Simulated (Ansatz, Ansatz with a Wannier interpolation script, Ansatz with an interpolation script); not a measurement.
An input for Ansatz 0.2.0 (LiNbO3 (R3c)):

```yaml
crystal:
  lattice:
    - [2.5758, 1.4871388217, 4.6230000005]
    - [-2.5758, 1.4871388217, 4.6230000005]
    - [0.0, -2.9742776484, 4.6229999989]
  atoms:
    - { symbol: Li, position: [0.7181466199, 0.7181466199, 0.7181466199] }
    - { symbol: Li, position: [0.2181466199, 0.2181466199, 0.2181466199] }
    - { symbol: Nb, position: [1.0012847275, 1.0012847275, 1.0012847275] }
    - { symbol: Nb, position: [0.5012847275, 0.5012847275, 0.5012847275] }
    - { symbol: O, position: [0.2795714379, 0.6439215064, 0.8852607082] }
    - { symbol: O, position: [0.6439215064, 0.8852607082, 0.2795714379] }
    - { symbol: O, position: [0.8852607082, 0.2795714379, 0.6439215064] }
    - { symbol: O, position: [0.3852607082, 0.1439215064, 0.7795714379] }
    - { symbol: O, position: [0.7795714379, 0.3852607082, 0.1439215064] }
    - { symbol: O, position: [0.1439215064, 0.7795714379, 0.3852607082] }
kpoints:
  mp_grid: { grid: [4, 4, 4] }
hamiltonian:
  xc: lda
scf:
  occupations: { method: fixed }
gw:
  n_empty_bands: 488
  ecut_chi: 160.0
  qp_bands: [v18, c6]
  screening: { model: contour_deformation }
```

```sh
ansatz run input.yaml --threads 16 --pin off --max-ram 64512MiB --backend cuda --events-out ev --progress --plain --runs-dir out --devices 1 --max-vram 78GiB
```

**Question.** How long will it take on 1 × NVIDIA GB200 (shared by 2 runs) with 16 threads of Arm Neoverse V2, shared host, and how much memory?

It took 22 s; on shared hardware allow 11 s to 44 s. Peak host memory was 1.8 GiB. The sizes that set the cost: 2091 plane waves a state, 13 irreducible k points, 522 bands summed, 495 plane waves in the screening and 7 SCF cycles.

The screening grows as filled bands × empty bands × pairs of k points, times the square of the screening basis for the matrix.

[Paths, hosts, dates, memory and timing lines, banners, echoed tables and standing remarks are left out of the program output.]

[Logs are printed without paths, hosts, clocks, repeated set-up lines and the standing remarks that a program may print on its own settings, such as how far it seeks lower states.]

[Runs of the session that timed out or met a known fault of the program may be left out.]

[Hosts, paths, dates, database ids (printed as entryN), source tags and the programs' standing remarks are cut or masked in the printed files.]
